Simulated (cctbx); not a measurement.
## Reading a Patterson map

Space group I4/mmm (no. 139), a = 10.1390 Å, b = 10.1390 Å, c = 14.5290 Å, α = 90.00°, β = 90.00°, γ = 90.00°, content Ge32 Ga24 Sc28.

The data are simulated with cctbx, not measured: Mo Kα, λ = 0.71073 Å, to d = 0.7 Å, 50 % of the full sphere, strongest reflection 20000 counts, noise from counting, a 4 % proportional error and a noise floor of 2 counts (s.d.); no absorption, some extinction.

Patterson synthesis, origin scaled to 1000:

```text
Patterson group I 4/m m m
      u       v       w   height  length (A)
  0.000   0.000   0.000   1000.0     0.00
  0.000   0.385   0.000    258.1     3.90
  0.184   0.184   0.331    212.2     5.48
  0.000   0.000   0.333    204.7     4.83
  0.123   0.192   0.086    136.6     2.62
  0.193   0.193   0.000    134.8     2.77
  0.000   0.301   0.421    122.5     6.83
  0.000   0.391   0.336    118.0     6.29
  0.000   0.000   0.183    105.5     2.66
  0.000   0.301   0.244    102.5     4.68
  0.182   0.182   0.500     97.1     7.72
  0.097   0.097   0.165     94.1     2.77
  0.076   0.309   0.165     92.5     4.02
  0.116   0.116   0.500     80.8     7.45
```

**Question.** Which atom pairs make the peaks, and where is the heaviest atom?

A peak at u stands for all pairs with xi − xj = u, with weight Σ ZiZj against Σ Z² = 68180 at the origin. Peak heights follow these weights only roughly, since form factors, motion and series ripples differ, all vectors within 0.55 Å of a peak are counted as merged into it though the farther ones add only part of their weight, and F(000) is left out, which lowers the whole map:

| u | v | w | shortest length (Å) | height | 1000 ΣZiZj/ΣZ² | pairs in the cell |
| --- | --- | --- | --- | --- | --- | --- |
| 0.000 | 0.385 | 0.000 | 3.90 | 258 | 319 | 8 × Ge–Ge, 8 × Ge–Ga, 4 × Ga–Ga, 4 × Sc–Sc |
| 0.184 | 0.184 | 0.331 | 5.15 | 212 | 300 | 8 × Ge–Ge, 4 × Ge–Ga, 4 × Ga–Ga, 4 × Ge–Sc, 4 × Sc–Sc |
| 0.000 | 0.000 | 0.333 | 4.84 | 205 | 291 | 16 × Ge–Sc, 8 × Ge–Ge, 2 × Sc–Sc |
| 0.123 | 0.192 | 0.086 | 2.63 | 137 | 173 | 8 × Ge–Ga, 4 × Ga–Ga |
| 0.193 | 0.193 | 0.000 | 2.77 | 135 | 196 | 16 × Ge–Sc, 4 × Ga–Sc |
| 0.000 | 0.301 | 0.421 | 5.58 | 122 | 175 | 12 × Ge–Ga |
| 0.000 | 0.391 | 0.336 | 5.71 | 118 | 178 | 12 × Ge–Sc, 4 × Ge–Ge |
| 0.000 | 0.000 | 0.183 | 2.66 | 106 | 113 | 8 × Ga–Ga |
| 0.000 | 0.301 | 0.244 | 4.68 | 102 | 155 | 8 × Ge–Ga, 4 × Ga–Sc |
| 0.182 | 0.182 | 0.500 | 4.56 | 97 | 113 | 8 × Ga–Ga |

The table stops at ten peaks or at a height of 45, below which ripples compete. In the model behind the data Ge, the heaviest element, has 4 independent sites: (0.2030, 0.7970, 0.1660), (1/2, 0.8708, 0), (1/2, 0, 1/4) and (1/2, 1/2, 0.1113), up to an allowed shift of origin; the Ge–Ge vectors are differences of these positions and their symmetry mates. Elements of similar Z can't be told apart from the map alone. The whole model:

| atom | mult. | x | y | z | Ueq (Å²) |
| --- | --- | --- | --- | --- | --- |
| Ge1 | 16 | 0.2030 | 0.7970 | 0.1660 | 0.0064 |
| Ge2 | 8 | 1/2 | 0.8708 | 0 | 0.0055 |
| Ge3 | 4 | 1/2 | 0 | 1/4 | 0.0050 |
| Ge4 | 4 | 1/2 | 1/2 | 0.1113 | 0.0054 |
| Ga1 | 8 | 0.1222 | 0.8778 | 0 | 0.0062 |
| Ga2 | 16 | 0.1823 | 1/2 | 0.4086 | 0.0080 |
| Sc1 | 8 | 0.3185 | 0.6815 | 0 | 0.0048 |
| Sc2 | 4 | 1/2 | 1/2 | 0.3444 | 0.0069 |
| Sc3 | 16 | 0.2451 | 1/2 | 0.1953 | 0.0062 |

The model is made up (kin elements in a known structure type, no relaxation), so it says nothing on whether the phase exists.

[Logs are printed without paths, hosts, clocks, repeated set-up lines and the standing remarks that a program may print on its own settings, such as how far it seeks lower states.]
